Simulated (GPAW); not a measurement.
# naphthalene-1,5-dithiol between two Al chains: a series of junctions, part 3 of 3

Wanted: the trend of the zero-bias conductance over a family of junctions, naphthalene-1,5-dithiol between two Al chains.

GPAW 26.7.0; GPAW LCAO, PAW setups; Landauer transmission from Green's functions with principal layers (ASE), zero bias.

So far, transmission at the Fermi level (one spin): step 2 (junction, box 13.7 × 9 Å, bond direction share 0) 0.0197; step 3 (member of the series, box 13.7 × 9 Å: share of the anchor's own bond direction …) 0.0214; step 4 (junction, box 13.7 × 9.5 Å: share of the anchor's own bond direction = 0.5) 0.0893; step 5 (member of the series, box 13.6 × 10.4 Å: share of the anchor's own bond …) 0.206; step 6 (junction, box 13.5 × 10.5 Å: share of the anchor's own bond direction = 1) 0.0364.

## (8) Mixing 0.02, grid spacing 0.16: beta = 0.02, nmaxold = 12, h = 0.16 and align = false

Mixing changes the road to self-consistency, not its end. The mixing history changes the road to self-consistency, not its end. The real-space grid carries density and potential; a coarse one breaks translation symmetry along the lead and scatters electrons that should pass. Without the shift, lead and junction are matched by their Fermi levels alone.

System of this step: naphthalene-1,5-dithiol between two Al chains. The cell holds 30 atoms: 12 Al, 2 S, 6 H and 10 C. Its edges and angles: a = 13.731 Å, b = 9.000 Å, c = 37.550 Å, α = 90.0°, β = 90.0°, γ = 90.0°. Regions: left lead, 6 atoms (6 Al); channel, 18 atoms (2 S, 6 H and 10 C); right lead, 6 atoms (6 Al). Vacuum lies along a and b. The structure is stacked along c, and the current runs across the ab planes.

Input file run.py:

```python
import json
import numpy as np
from ase import Atoms
from ase.transport.calculators import TransportCalculator
from gpaw import GPAW, FermiDirac
from gpaw.lcao.tools import get_lcao_hamiltonian
from scipy.linalg import eigh

# The junction with lead layers at both ends, along the third cell vector
device = Atoms(
    ['Al', 'Al', 'Al', 'Al', 'Al', 'Al', 'S', 'H', 'H', 'C', 'C', 'C', 'C', 'C', 'H', 'H', 'C', 'C', 'C', 'C', 'C', 'H', 'H', 'S', 'Al', 'Al', 'Al', 'Al', 'Al', 'Al'],
    positions=[
        [6.86541, 4.50000, 1.20000],
        [6.86541, 4.50000, 3.60000],
        [6.86541, 4.50000, 6.00000],
        [6.86541, 4.50000, 8.40000],
        [6.86541, 4.50000, 10.80000],
        [6.86541, 4.50000, 13.20000],
        [6.65282, 3.87658, 15.29908],
        [4.08192, 3.82903, 16.45719],
        [8.92949, 3.80547, 16.90170],
        [6.17241, 3.84200, 17.03092],
        [4.79472, 3.83117, 17.27908],
        [8.51035, 3.82397, 17.90564],
        [7.10818, 3.83578, 18.10548],
        [4.31989, 3.82001, 18.58122],
        [3.25000, 3.80565, 18.77289],
        [10.48081, 3.80565, 18.77699],
        [9.41093, 3.82001, 18.96866],
        [6.62264, 3.83577, 19.44440],
        [5.22047, 3.82396, 19.64424],
        [8.93609, 3.83116, 20.27080],
        [7.55841, 3.84199, 20.51896],
        [4.80133, 3.80546, 20.64818],
        [9.64889, 3.82902, 21.09269],
        [7.07800, 3.87658, 22.25080],
        [6.86541, 4.50000, 24.34988],
        [6.86541, 4.50000, 26.74988],
        [6.86541, 4.50000, 29.14988],
        [6.86541, 4.50000, 31.54988],
        [6.86541, 4.50000, 33.94988],
        [6.86541, 4.50000, 36.34988]],
    cell=[[13.73083, 0.0, 0.0], [0.0, 9.0, 0.0], [0.0, 0.0, 37.54988]],
    pbc=True)

# One principal layer of the lead: the first 4 atoms of the device
lead = Atoms(
    ['Al', 'Al', 'Al', 'Al'],
    positions=[
        [6.86541, 4.50000, 1.20000],
        [6.86541, 4.50000, 3.60000],
        [6.86541, 4.50000, 6.00000],
        [6.86541, 4.50000, 8.40000]],
    cell=[[13.73083, 0.0, 0.0], [0.0, 9.0, 0.0], [0.0, 0.0, 9.6]],
    pbc=True)

settings = dict(mode='lcao', basis='dzp', xc='PBE', h=0.16,
                occupations=FermiDirac(0.1), maxiter=250,
                mixer=dict(beta=0.02, nmaxold=12, weight=100.0),
                convergence=dict(density=0.0001))
energies = np.arange(-3, 3 + 1e-9, 0.075)
eta = 0.0001
n1, n2 = 1, 1
# k and -k transmit alike, so half of the mesh across the current serves
mesh = [(i, j) for i in range(n1) for j in range(n2) if (i, j) <= (-i % n1, -j % n2)]
weights = np.array([1 if (i, j) == (-i % n1, -j % n2) else 2 for i, j in mesh]) / (n1 * n2)

# [... helper functions left out ...]
fermi_lead = ground_state(lead, (1, 1, 12), 'lead.txt')
fermi_device = ground_state(device, (1, 1, 2), 'device.txt')
# [... loop over the mesh left out, but for ...]
        # Lead and device are aligned by their Fermi levels alone
        shift = 0.0
# [...]
kT = 8.617333e-5 * 77
bias = [0.1, 0.2, 0.5, 1.0, 1.5, 2.0]
# [... integrals and printing left out ...]
```

Launch:

```console
OMP_NUM_THREADS=1 OPENBLAS_NUM_THREADS=1 python run.py
```

The log of the run:

```text
basis functions: device 342, principal layer 52
Fermi level: lead -3.4893 eV, device -3.2051 eV; lead shifted by 0.0000 eV
largest coupling past the next layer 1.40e-15 eV, largest misfit of the first layer 0.063 eV
  E-E_F (eV)   T (one spin)  channels
    -3.000    1.4479e-02    1.0000
    -2.925    1.4333e-02    1.0000
    -2.850    1.5664e-02    1.0000
    -2.775    1.8105e-02    1.0000
    -2.700    2.9830e-02    1.0000
    -2.625    1.0948e-04    1.0000
    -2.550    2.1608e-03    1.0000
    -2.475    6.1904e-02    1.0000
    -2.400    8.8767e-02    1.0000
    -2.325    3.5659e-01    1.0000
    -2.250    4.6475e-01    1.0000
    -2.175    6.1190e-02    1.0000
    -2.100    1.9717e-02    1.0000
    -2.025    9.5386e-03    1.0000
    -1.950    5.9869e-03    1.0000
    -1.875    4.6796e-03    1.0000
[...]
2.475    1.8337e-01    3.0000
     2.550    1.9665e-01    3.0000
     2.625    2.1467e-01    3.0000
     2.700    2.3900e-01    3.0000
     2.775    2.7249e-01    3.0000
     2.850    3.2016e-01    3.0000
     2.925    3.9098e-01    3.0000
     3.000    5.0065e-01    3.0000
conductance at 77 K: 0.02152 G0 a cell; thermopower -2.395 uV/K
current from the zero-bias T(E) at 0.1 V: 0.16738 uA
current from the zero-bias T(E) at 0.2 V: 0.34197 uA
current from the zero-bias T(E) at 0.5 V: 3.6977 uA
current from the zero-bias T(E) at 1.0 V: 12.765 uA
current from the zero-bias T(E) at 1.5 V: 13.531 uA
current from the zero-bias T(E) at 2.0 V: 14.616 uA
```

It took 2 min on 1 thread of AMD EPYC 9B45 (Zen 5), shared host; peak memory 3.5 GiB.

This step gave:

```
conductance                                    : 0.02152 G₀
thermopower                                    : -2.395 μV/K
largest coupling past the next principal layer : 1.40e-15 eV
largest misfit of the first principal layer    : 0.06256 eV
shift that aligns the lead                     : 0 eV
transmission at the Fermi level (one spin)     : 0.02148
```

One spin. The transmission, zone mean by energy, zero at the Fermi level:

```tsv
energy (eV)	transmission, zone mean
-3.00	0.0145
-2.85	0.0157
-2.70	0.0298
-2.55	0.00216
-2.33	0.357
-2.25	0.465
-2.17	0.0612
-2.02	0.00954
-1.88	0.00468
-1.73	0.00568
-1.57	0.0364
-1.50	0.417
-1.35	0.00142
-1.20	2.3e-11
-1.05	2.1e-12
-0.90	0
-0.75	0
-0.60	0
-0.38	0.00792
-0.23	0.0121
-0.07	0.0198
0.00	0.0215
0.07	0.0239
0.23	0.855
0.38	0.997
0.60	0.0348
0.75	0.0342
0.90	0.0542
1.05	0.144
1.20	0.484
1.35	0.996
1.57	0.326
1.73	0.208
1.88	0.166
2.02	0.152
2.17	0.149
2.33	0.178
2.55	0.197
2.70	0.239
2.85	0.320
3.00	0.501
```

Crossings of the lead's bands, unfolded to its shortest repeat. Table of open channels, zone mean by energy, zero at the Fermi level:

energy (eV), open channels, zone mean and a bar:
```
    -3.00       1.00 ##########
    -2.85       1.00 ##########
    -2.70       1.00 ##########
    -2.55       1.00 ##########
    -2.33       1.00 ##########
    -2.17       1.00 ##########
    -2.02       1.00 ##########
    -1.88       1.00 ##########
    -1.73       1.00 ##########
    -1.57       1.00 ##########
    -1.35       1.00 ##########
    -1.20       0.00 
    -1.05       0.00 
    -0.90       0.00 
    -0.75       0.00 
    -0.60       0.00 
    -0.38       2.00 ####################
    -0.23       2.00 ####################
    -0.07       2.00 ####################
     0.00       2.00 ####################
     0.07       2.00 ####################
     0.23       2.00 ####################
     0.38       2.00 ####################
     0.60       2.00 ####################
     0.75       2.00 ####################
     0.90       2.00 ####################
     1.05       3.00 ##############################
     1.20       3.00 ##############################
     1.35       3.00 ##############################
     1.57       3.00 ##############################
     1.73       3.00 ##############################
     1.88       3.00 ##############################
     2.02       3.00 ##############################
     2.17       3.00 ##############################
     2.33       3.00 ##############################
     2.55       3.00 ##############################
     2.70       3.00 ##############################
     2.85       3.00 ##############################
     3.00       3.00 ##############################
```

Not self-consistent under bias; the bias window is split evenly. The current through one cell, from the zero-bias transmission by bias:

```tsv
bias (V)	current through one cell, from the zero-bias transmission (μA)
0.100	0.167
0.200	0.342
0.500	3.70
1.000	12.8
1.500	13.5
2.000	14.6
```

Table of transmission of the three most open eigenchannels by energy, zero at the Fermi level:

```tsv
energy (eV)	channel 1	channel 2	channel 3
-3.00	0.0145	0	0
-2.85	0.0157	0	0
-2.70	0.0298	0	0
-2.55	0.00216	0	0
-2.33	0.357	0	0
-2.17	0.0612	0	0
-2.02	0.00954	0	0
-1.88	0.00468	0	0
-1.73	0.00568	0	0
-1.57	0.0364	0	0
-1.35	0.00142	0	0
-1.20	2.3e-11	0	0
-1.05	2.1e-12	0	0
-0.90	0	0	0
-0.75	0	0	0
-0.60	0	0	0
-0.38	0.00774	1.8e-4	0
-0.23	0.0118	2.2e-4	1.3e-12
-0.07	0.0194	4.1e-4	3.6e-12
0.00	0.0208	6.7e-4	5.2e-12
0.07	0.0223	0.00169	5.8e-12
0.23	0.846	0.00982	3.5e-12
0.38	0.986	0.0104	1.8e-12
0.60	0.0280	0.00679	1.5e-12
0.75	0.0309	0.00330	3.6e-12
0.90	0.0525	0.00169	1.2e-10
1.05	0.131	0.0130	3.1e-5
1.20	0.465	0.0195	3.2e-5
1.35	0.972	0.0242	3.1e-5
1.57	0.296	0.0305	2.8e-5
1.73	0.173	0.0349	2.6e-5
1.88	0.127	0.0398	2.5e-5
2.02	0.106	0.0451	2.6e-5
2.17	0.0976	0.0510	4.6e-5
2.33	0.121	0.0568	9.1e-5
2.55	0.129	0.0673	1.2e-7
2.70	0.165	0.0742	3.3e-7
2.85	0.239	0.0807	1.7e-6
3.00	0.414	0.0862	5.7e-6
```

The conductance, 0.0215 G₀, lies 0.4 % above that of the unchanged run.

## (9) Outcome

```
conductance, first and last member : 0.0199 and 0.0369 G₀
largest and smallest               : 0.206 and 0.0199 G₀
```

As the share of the anchor's own bond direction in the metal-anchor bond (0 along the wire, 1 along the bond that the hydrogen or lone pair had) goes from 0 to 1, the conductance goes from 0.0199 to 0.0369 G₀. The conductance does not change monotonically along the series. The thermopower changes sign within the series. The geometry was built from estimated bond lengths and not relaxed, so the numbers describe this model structure. Semilocal functionals put molecular levels too near the Fermi level, so such conductances usually come out too high, and chain electrodes have a sharper density of states than real ones. An evenly spaced straight chain is an idealisation: free chains tend to dimerise, zigzag or, where a band edge lies near the Fermi level, turn magnetic. The currents use the zero-bias T(E) throughout, which holds only while the bias is small against the distance to the nearest feature. The energy step is wider than the thermal energy, so the conductance and thermopower rest on interpolation of T(E). Energies count from the junction cell's Fermi level; in the run with T = 0.0364 there, the aligned lead's own level lies at 0.015 eV, where T interpolates to 0.0332; the finite cell leaves the answer open by at least that much.

[Logs are printed without paths, hosts, clocks, repeated set-up lines and the standing remarks that a program may print on its own settings, such as how far it seeks lower states.]

[Hosts, paths, dates, database ids (printed as entryN), source tags and the programs' standing remarks are cut or masked in the printed files.]
